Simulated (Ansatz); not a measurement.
# Al2CdSe2S2: complex band structure, part 2 of 2

A new crystal, Al2CdSe2S2: structure, gap and complex bands. It is built by putting Se for part of the S in the Al2CdS4 structure of space group I-4, with the volume rescaled by atomic radii. The parent structure comes from the Materials Project.

Ansatz 0.2.0; r2SCAN DFT, plane waves, PAW files (the session's first sound run).

So far, gap on the k-mesh (eV): step 3 (the bulk crystal and its band edges) 2.85; step 4 (complex bands, plane (010), k-mesh 6×4×6) 2.87.

The structure was built from a prototype and need not be the compound's stable phase.

**6. Band edges at another level, cutoff 420 eV**

This step: PBE DFT, plane waves, PAW files (Ansatz 0.2.0).

The edges again with PBE, at the same atoms. Against that run the cutoff is 420 eV against 500.

File input.yaml:

```yaml
crystal:
  lattice:
    - [-2.8237830864, 2.8125597863, 5.1999589925]
    - [2.8665574028, -2.9099672498, 5.2769905712]
    - [2.8293588391, 2.9155430024, -5.2534855685]
  atoms:
    - { symbol: Al, position: [0.7521311176, 0.2613976936, 0.5134540789] }
    - { symbol: Al, position: [0.4904504807, 0.499631892, -0.0086771403] }
    - { symbol: Cd, position: [0.0079200605, 0.0025397422, 0.0081677211] }
    - { symbol: Se, position: [0.5872197242, 0.131483651, -0.0015790801] }
    - { symbol: S, position: [0.1273383925, 0.5919674622, 0.9797826338] }
    - { symbol: Se, position: [0.8713348818, 0.869084995, 0.4618279098] }
    - { symbol: S, position: [0.4136053427, 0.393894564, 0.5470238768] }
kpoints:
  mp_grid: { grid: [6, 6, 6] }
  band_path: { path: [VBM, CBM], npoints: 30 }
scf:
  occupations: { method: fixed }
hamiltonian:
  xc: pbe
output:
  eigenvalues: true
```

Started as:

```
> ansatz run input.yaml --threads 2 --pin off --max-ram 4096MiB --backend cpu --events-out ev --progress --plain --runs-dir out
```

Elapsed: 77 s, on 2 threads of Intel Xeon Platinum 8488C (Sapphire Rapids), shared host; peak memory 0.85 GiB.

This step gave:

```
free energy         : -22077.9853 eV
Fermi energy        : 5.095 eV
gap on the k-mesh   : 2.308 eV
gap on path         : 2.305 eV, by band count; negative where bands overlap
direct gap on path  : 2.408 eV
edge places on path : 0, 1.341 1/A along the path
```

Electronic bands along the path, in eV, zero at the Fermi level (highest filled level under fixed occupations); v1 is the highest filled band, c1 the lowest empty one:

```csv
point,v4,v3,v2,v1,c1,c2,c3,c4
VBM,-1.43,-0.85,-0.70,0.00,3.82,4.28,4.52,4.72
halfway,-1.00,-0.71,-0.53,-0.12,3.43,4.24,4.41,5.27
CBM,-1.34,-0.25,-0.20,-0.10,2.31,3.24,4.29,5.73
```

The searched edges give 2.31 eV, against 2.31 eV on the mesh.

**7. Complex bands at another level, cutoff 420 eV**

This step: PBE DFT, plane waves, PAW files; complex bands by layer matching along the plane's normal (Ansatz 0.2.0).

The complex bands at that level, over its own gap, at (0, 0) and (-0.3333, 0.1719).

File input.yaml:

```yaml
crystal:
  lattice:
    - [5.728355588, 0.0, 0.0]
    - [2.761097944, 5.941393366, 0.0]
    - [0.01090005, -2.688968711, 5.021292052]
  atoms:
    - { symbol: Al, position: [0.2520563853, 0.5000747323, 0.2613976936] }
    - { symbol: Al, position: [0.4916909677, 0.998759513, 0.499631892] }
    - { symbol: Cd, position: [0.0056279789, 0.0022920816, 0.0025397422] }
    - { symbol: Se, position: [0.8669372689, 0.7202824553, 0.131483651] }
    - { symbol: S, position: [0.3878151716, 0.7395232209, 0.5919674622] }
    - { symbol: Se, position: [0.5927429148, 0.278591967, 0.869084995] }
    - { symbol: S, position: [0.1531293128, 0.2604760299, 0.393894564] }
kpoints:
  mp_grid: { grid: [6, 4, 6] }
scf:
  occupations: { method: fixed }
hamiltonian:
  xc: pbe
output:
  eigenvalues: true
  transmission:
    leads: [[0, 0]]
    kpoints: [[0.0, 0.0], [-0.3333, 0.1719]]
    e_range: [-1.0, 3.31]
    de: 0.09
```

Run time: 51 s. Hardware: 2 threads; peak memory 1.2 GiB; 1.7 min of CPU time.

This step gave:

```yaml
free_energy: -22077.9852 eV
fermi_energy: 5.077 eV
gap_on_the_k_mesh: 2.325 eV
level_to_which_the_leads_are_filled: 1.163 eV from the Fermi level
decay_constant_at_the_filling_level_zone_centre: 0.1818 Å⁻¹
decay_constant_at_the_filling_level_slowest_listed_point: 0.1818 Å⁻¹
```

K parallel (0, 0); values up to 1.5 1/Å, a degenerate pair printed once or twice; energies at which all values exceed this have no row. Table of Im kz of the slowest decaying states by energy, zero at the highest filled level on the SCF mesh:

```csv
energy (eV),decay 1 (Å⁻¹),decay 2 (Å⁻¹),decay 3 (Å⁻¹),decay 4 (Å⁻¹)
-1.00,0.00968,0.184,0.336,1.13
-0.73,0.0881,0.182,0.197,0.376
-0.37,0.208,0.227,0.393,0.952
-0.10,0.141,0.187,0.361,0.419
-0.01,0.0747,0.220,0.226,0.427
0.17,0.121,0.252,0.316,0.437
0.53,0.163,0.285,0.404,0.449
0.80,0.177,0.299,0.418,0.453
1.16,0.182,0.309,0.406,0.450
1.43,0.175,0.312,0.389,0.444
1.70,0.159,0.312,0.367,0.436
2.06,0.114,0.306,0.331,0.420
2.33,0.298,0.299,0.405,0.621
2.60,0.256,0.288,0.387,0.623
2.96,0.176,0.268,0.357,0.632
3.23,0.0513,0.247,0.330,0.643
```

K parallel (0, 0). The Re kz of states that move upwards by energy, zero at the highest filled level on the SCF mesh:

```csv
energy (eV),channel 1 (Å⁻¹),channel 2 (Å⁻¹)
-1.00,-0.303,0.400
-0.91,-0.271,-
-0.73,-0.221,-
-0.64,-0.555,-0.197
-0.55,-0.469,-0.173
-0.46,-0.377,-0.148
-0.28,-0.166,-0.0881
-0.19,-0.0356,-
-0.10,-0.0485,-
-0.01,-,-
0.17,-,-
0.26,-,-
0.35,-,-
0.53,-,-
0.62,-,-
0.71,-,-
0.80,-,-
0.98,-,-
1.07,-,-
1.16,-,-
1.25,-,-
1.43,-,-
1.52,-,-
1.61,-,-
1.70,-,-
1.88,-,-
1.97,-,-
2.06,-,-
2.24,-,-
2.33,0.0163,-
2.42,0.0742,-
2.51,0.106,-
2.69,0.154,-
2.78,0.176,-
2.87,0.196,-
2.96,0.215,-
3.14,0.253,-
3.23,0.272,-
```

K parallel (-0.3333, 0.1719); values up to 1.5 1/Å, a degenerate pair printed once or twice; energies at which all values exceed this have no row. Im kz of the slowest decaying states against energy, zero at the highest filled level on the SCF mesh:

```csv
energy (eV),decay 1 (Å⁻¹),decay 2 (Å⁻¹),decay 3 (Å⁻¹),decay 4 (Å⁻¹)
-1.00,0.0471,0.141,0.182,0.187
-0.82,0.0472,0.0807,0.120,0.172
-0.55,0.0536,0.0897,0.220,0.227
-0.37,0.164,0.262,0.359,0.386
-0.19,0.0776,0.147,0.278,0.413
-0.01,0.187,0.256,0.256,0.424
0.08,0.190,0.200,0.242,0.337
0.26,0.222,0.279,0.281,0.429
0.44,0.238,0.293,0.301,0.482
0.71,0.255,0.301,0.317,0.509
0.89,0.263,0.306,0.323,0.502
1.16,0.270,0.311,0.326,0.493
1.34,0.272,0.312,0.325,0.486
1.52,0.272,0.312,0.323,0.479
1.79,0.268,0.309,0.318,0.467
1.97,0.263,0.306,0.312,0.456
2.15,0.255,0.301,0.305,0.445
2.42,0.237,0.289,0.292,0.425
2.60,0.221,0.279,0.281,0.410
2.78,0.198,0.266,0.269,0.393
3.05,0.144,0.240,0.246,0.364
3.23,0.0708,0.214,0.227,0.343
```

At the listed wavevectors the last open channel is at -0.01 eV and the next at +2.33 eV on the grid. At +1.16 eV, the grid energy nearest the filling level (the middle of the gap on the SCF mesh), the slowest state at the listed wavevectors decays with κ = 0.182 Å⁻¹, its amplitude falling by e over 5.5 Å; the first such run, plane (010), gave 0.208 Å⁻¹.

**8. Summary of results**

```
band gap                                         : 2.85 eV
least decay constant at mid-gap, normal to (010) : 0.208 Å⁻¹
least decay constant on a mesh, normal to (010)  : 0.208 Å⁻¹
least decay constant, PBE                        : 0.182 Å⁻¹
```

What this shows: With r2SCAN, the slowest decay at the wavevectors tried is κ = 0.208 Å⁻¹, normal to (010). Through such a film the transmission near mid-gap falls as exp(−2κd), a factor of ten every 5.5 Å. A free electron under a barrier of half the gap would need a mass of 0.12 mₑ to decay at this rate. With PBE the gap goes from 2.85 to 2.31 eV and the decay constant, over the first 2 listed wavevectors (which shift with the band edges), from 0.208 to 0.182 Å⁻¹. The compound is made up by substitution; its stability against other phases and against distortions of the cell's symmetry was not tested. r2SCAN still narrows gaps, if less than LDA and GGA do, so real decay constants are likely larger.

[Logs are printed without paths, hosts, clocks, repeated set-up lines and the standing remarks that a program may print on its own settings, such as how far it seeks lower states.]

[Hosts, paths, dates, database ids (printed as entryN), source tags and the programs' standing remarks are cut or masked in the printed files.]
